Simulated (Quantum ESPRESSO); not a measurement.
# Collinear magnetic orders of MnS (Browneite) with Quantum ESPRESSO

Wanted: the moments of MnS (Browneite) and the energy of each order that was tried.

Program: Quantum ESPRESSO 7.5. Level of theory: PBEsol with U = 4 eV on Mn d (ortho-atomic projectors); plane waves with GBRV 1.5 PBEsol potentials, no spin-orbit coupling. Results are calculated unless marked as measured.

## 1. Starting point

It takes space group F-43m (No. 216, cubic). The conventional cell has a = 5.600 Å, b = 5.600 Å, c = 5.600 Å, α = 90.00°, β = 90.00°, γ = 90.00°. Mn has 4 S at 2.42 Å nearest. Nearest to S lie 4 Mn at 2.42 Å. Farther neighbours and most contacts between anions are not listed.

As a file:

```cif
data_structure
_symmetry_space_group_name_H-M 'F-43m'
_symmetry_Int_Tables_number 216
_cell_length_a 5.6000
_cell_length_b 5.6000
_cell_length_c 5.6000
_cell_angle_alpha 90.000
_cell_angle_beta 90.000
_cell_angle_gamma 90.000
_cell_volume 175.62
loop_
_atom_site_label
_atom_site_type_symbol
_atom_site_symmetry_multiplicity
_atom_site_Wyckoff_symbol
_atom_site_fract_x
_atom_site_fract_y
_atom_site_fract_z
_atom_site_occupancy
Mn1 Mn 4 a 0.00000 0.00000 0.00000 1
S1 S 4 d 0.25000 0.25000 0.75000 1
```

The cell comes from the Crystallography Open Database.

## 2. Start 1: ferro +

The signs are those of the starting moments on the seeded atoms, the atoms that are given a moment.

Contents of pw.in:

```
&CONTROL
  calculation = 'scf'
  prefix = 'pwscf'
  outdir = './tmp'
  pseudo_dir = './pseudo'
  disk_io = 'nowf'
/
&SYSTEM
  ibrav = 0
  celldm(1) = 8
  nat = 2
  ntyp = 2
  ecutwfc = 40
  ecutrho = 280
  nbnd = 19
  occupations = 'smearing'
  smearing = 'fd'
  degauss = 0.00146997
  nspin = 2
  starting_magnetization(1) = 0.3
  starting_magnetization(2) = 0
/
&ELECTRONS
  conv_thr = 4d-09
  electron_maxstep = 150
  mixing_beta = 0.3
/
ATOMIC_SPECIES
Mn     54.9380 mn_pbesol_v1.5.uspp.F.UPF
S      32.0600 s_pbesol_v1.4.uspp.F.UPF
CELL_PARAMETERS alat
   0.0000000000000    0.6614041436190    0.6614041436190
   0.6614041436190    0.0000000000000    0.6614041436190
   0.6614041436190    0.6614041436190    0.0000000000000
ATOMIC_POSITIONS crystal
Mn      0.0000000000    0.0000000000    0.0000000000
S       0.2500000000    0.2500000000    0.2500000000
K_POINTS automatic
10 10 10 0 0 0
HUBBARD {ortho-atomic}
U Mn-3d 4.0000
```

Launch:

```
$ OMP_NUM_THREADS=1 mpirun -n 4 pw.x -nk 4 -in pw.in > pw.out
```

Log:

```text
Program PWSCF v.7.5 starts

     Message from routine setup:
     using ibrav=0 with symmetry is DISCOURAGED, use correct ibrav instead

     K-points division:     npool     =       4
     Subspace diagonalization in iterative solution of the eigenvalue problem:

     G-vector sticks info
     --------------------
     sticks:   dense  smooth     PW     G-vecs:    dense   smooth      PW
     Sum        1069     613    199                23409    10081    1807

     Using Slab Decomposition

     bravais-lattice index     =            0
     lattice parameter (alat)  =       8.0000  a.u.
     unit-cell volume          =     296.2789 (a.u.)^3
     number of atoms/cell      =            2
     number of atomic types    =            2
     number of electrons       =        21.00
     number of Kohn-Sham states=           19
     kinetic-energy cutoff     =      40.0000  Ry
     charge density cutoff     =     280.0000  Ry
     scf convergence threshold =      4.0E-09
     mixing beta               =       0.3000
     number of iterations used =            8  plain     mixing
     Exchange-correlation= SLA  PW   PSX  PSC
                           (   1   4  10   8   0   0   0)
     Hubbard projectors: ortho-atomic
     Hubbard parameters of DFT+U (Dudarev formulation) in eV:
     U(Mn-3d) =  4.0000

     Internal variables: lda_plus_u =T, lda_plus_u_kind = 0

     Internal variables: orbital_resolved =F, hub_pot_fix =F, apply_U = F

     celldm(1)=   8.000000  celldm(2)=   0.000000  celldm(3)=   0.000000
     celldm(4)=   0.000000  celldm(5)=   0.000000  celldm(6)=   0.000000

     crystal axes: (cart. coord. in units of alat)
               a(1) = (   0.000000   0.661404   0.661404 )
               a(2) = (   0.661404   0.000000   0.661404 )
               a(3) = (   0.661404   0.661404   0.000000 )

     reciprocal axes: (cart. coord. in units 2 pi/alat)
               b(1) = ( -0.755967  0.755967  0.755967 )
               b(2) = (  0.755967 -0.755967  0.755967 )
               b(3) = (  0.755967  0.755967 -0.755967 )

     PseudoPot. # 1 for Mn read from file:
     mn_pbesol_v1.5.uspp.F.UPF
     Pseudo is Ultrasoft + core correction, Zval = 15.0
     Generated by new atomic code, or converted to UPF format
     Using radial grid of  859 points,  6 beta functions with:
                l(1) =   0
                l(2) =   0
                l(3) =   1
                l(4) =   1
                l(5) =   2
                l(6) =   2
     Q(r) pseudized with  8 coefficients,  rinner =    0.950   0.950   0.950
                                                       0.950   0.950

     PseudoPot. # 2 for S  read from file:
     s_pbesol_v1.4.uspp.F.UPF
     Pseudo is Ultrasoft + core correction, Zval =  6.0
     Generated by new atomic code, or converted to UPF format
     Using radial grid of  907 points,  6 beta functions with:
                l(1) =   0
                l(2) =   0
                l(3) =   1
                l(4) =   1
                l(5) =   2
                l(6) =   2
     Q(r) pseudized with  8 coefficients,  rinner =    1.300   1.300   1.300
                                                       1.300   1.300

     atomic species   valence    mass     pseudopotential
     Mn               15.00    54.93800     Mn( 1.00)
     S                 6.00    32.06000     S ( 1.00)

     Starting magnetic structure
     atomic species   magnetization
     Mn              0.300
     S               0.000

     24 Sym. Ops. (no inversion) found

   Cartesian axes

     site n.     atom                  positions (alat units)
         1        Mn     tau(   1) = (   0.0000000   0.0000000   0.0000000  )
         2        S      tau(   2) = (   0.3307021   0.3307021   0.3307021  )

     number of k points=    47  Fermi-Dirac smearing, width (Ry)=  0.0015
                       cart. coord. in units 2pi/alat
        k(    1) = (   0.0000000   0.0000000   0.0000000), wk =   0.0010000
        k(    2) = (   0.0755967   0.0755967  -0.0755967), wk =   0.0080000
        k(    3) = (   0.1511935   0.1511935  -0.1511935), wk =   0.0080000
        k(    4) = (   0.2267902   0.2267902  -0.2267902), wk =   0.0080000
        k(    5) = (   0.3023870   0.3023870  -0.3023870), wk =   0.0080000
        [... 42 further k-points ...]

     Dense  grid:    23409 G-vectors     FFT dimensions: (  40,  40,  40)

     Smooth grid:    10081 G-vectors     FFT dimensions: (  32,  32,  32)

     Check: negative core charge=   -0.000032
     Generating pointlists ...
     new r_m :   0.2363 (alat units)  1.8902 (a.u.) for type    1
     new r_m :   0.2363 (alat units)  1.8902 (a.u.) for type    2

     Initial potential from superposition of free atoms

     starting charge      20.4999, renormalised to      21.0000

     STARTING HUBBARD OCCUPATIONS:

     =================== HUBBARD OCCUPATIONS ===================
     ------------------------ ATOM    1 ------------------------
     Tr[ns(  1)] (up, down, total) =   5.00000  0.00000  5.00000
     Atomic magnetic moment for atom   1 =   5.00000
     [... lines left out ...]
     Number of occupied Hubbard levels =    5.0000

     Atomic wfc used for Hubbard projectors are orthogonalized

     Starting wfcs are   17 randomized atomic wfcs +    2 random wfcs

     Self-consistent Calculation

     iteration #  1     ecut=    40.00 Ry     beta= 0.30
     Davidson diagonalization with overlap
     ethr =  1.00E-02,  avg # of iterations =  6.7

     =================== HUBBARD OCCUPATIONS ===================
     ------------------------ ATOM    1 ------------------------
     Tr[ns(  1)] (up, down, total) =   4.82456  0.14313  4.96769
     Atomic magnetic moment for atom   1 =   4.68144
     [... lines left out ...]
     Number of occupied Hubbard levels =    4.9677

     total energy              =    -234.98975178 Ry
     estimated scf accuracy    <       0.51803375 Ry

     total magnetization       =     5.00 Bohr mag/cell
     absolute magnetization    =     5.00 Bohr mag/cell

     iteration #  2     ecut=    40.00 Ry     beta= 0.30
     Davidson diagonalization with overlap
     ethr =  2.47E-03,  avg # of iterations =  1.5

     total energy              =    -235.08146112 Ry
     estimated scf accuracy    <       0.02288387 Ry

     total magnetization       =     5.00 Bohr mag/cell
     absolute magnetization    =     5.00 Bohr mag/cell

     iteration #  3     ecut=    40.00 Ry     beta= 0.30
     Davidson diagonalization with overlap
     ethr =  1.09E-04,  avg # of iterations =  4.5

     negative rho (up, down):  0.000E+00 4.945E-04

     total energy              =    -235.08878791 Ry
     estimated scf accuracy    <       0.00974772 Ry

     total magnetization       =     5.00 Bohr mag/cell
     absolute magnetization    =     5.00 Bohr mag/cell

     [... further iterations left out ...]

     iteration #  8     ecut=    40.00 Ry     beta= 0.30
     Davidson diagonalization with overlap
     ethr =  9.42E-09,  avg # of iterations =  3.7

     negative rho (up, down):  0.000E+00 5.446E-04

     total energy              =    -235.08960731 Ry
     estimated scf accuracy    <       0.00000008 Ry

     total magnetization       =     5.00 Bohr mag/cell
     absolute magnetization    =     5.00 Bohr mag/cell

     iteration #  9     ecut=    40.00 Ry     beta= 0.30
     Davidson diagonalization with overlap
     ethr =  3.67E-10,  avg # of iterations =  2.5

     negative rho (up, down):  0.000E+00 5.441E-04

     total energy              =    -235.08960740 Ry
     estimated scf accuracy    <       0.00000003 Ry

     total magnetization       =     5.00 Bohr mag/cell
     absolute magnetization    =     5.00 Bohr mag/cell

     iteration # 10     ecut=    40.00 Ry     beta= 0.30
     Davidson diagonalization with overlap
     ethr =  1.37E-10,  avg # of iterations =  2.0

     negative rho (up, down):  0.000E+00 5.440E-04

     total energy              =    -235.08960742 Ry
     estimated scf accuracy    <          8.0E-09 Ry

     total magnetization       =     5.00 Bohr mag/cell
     absolute magnetization    =     5.00 Bohr mag/cell

     iteration # 11     ecut=    40.00 Ry     beta= 0.30
     Davidson diagonalization with overlap
     ethr =  3.82E-11,  avg # of iterations =  2.0

     negative rho (up, down):  0.000E+00 5.439E-04

     Magnetic moment per site  (integrated on atomic sphere of radius R)
     atom   1 (R=0.236)  charge= 12.9035  magn=  4.3557
     atom   2 (R=0.236)  charge=  4.2300  magn=  0.0448

     End of self-consistent calculation

     =================== HUBBARD OCCUPATIONS ===================
     ------------------------ ATOM    1 ------------------------
     Tr[ns(  1)] (up, down, total) =   4.95561  0.26347  5.21908
     Atomic magnetic moment for atom   1 =   4.69214
     [... lines left out ...]
     Number of occupied Hubbard levels =    5.2191

     [... lines left out ...]
     the Fermi energy is     7.6987 ev

!    total energy              =    -235.08960744 Ry
     estimated scf accuracy    <          6.5E-10 Ry
     smearing contrib. (-TS)   =      -0.00000000 Ry
     internal energy E=F+TS    =    -235.08960744 Ry

     The total energy is F=E-TS. E is the sum of the following terms:
     one-electron contribution =    -157.74570817 Ry
     hartree contribution      =      84.16688125 Ry
     xc contribution           =     -34.83468192 Ry
     ewald contribution        =    -126.71880431 Ry
     Hubbard energy            =       0.04270571 Ry

     total magnetization       =     5.00 Bohr mag/cell
     absolute magnetization    =     5.00 Bohr mag/cell

     convergence has been achieved in  11 iterations

=------------------------------------------------------------------------------=
   JOB DONE.
=------------------------------------------------------------------------------=
```

It took 12 s on 4 MPI ranks of Intel Xeon at 2.70GHz, shared host; peak memory 0.39 GiB; 47 s of CPU time.

Spin moment in the atom's sphere by atom:

```csv
atom,spin moment in the atom's sphere (μB)
Mn1,4.36
S2,0.04
```

Numbers from this step:

```
smearing term TS       : 7.28e-15 eV
magnetization          : 5 μB
absolute magnetization : 5 μB
final state            : ferromagnetic
```

[end of part 1 of 2]

[Logs and program files are shortened in this print: banners, set-up blocks, solver, clock and traceback lines can be left out without a mark of their own.]

[Logs are printed without paths, hosts, clocks, repeated set-up lines and the standing remarks that a program may print on its own settings, such as how far it seeks lower states.]

[Hosts, paths, dates, database ids (printed as entryN), source tags and the programs' standing remarks are cut or masked in the printed files.]

[Where a cell is said to come from a database of computed structures, the database is the Materials Project.]
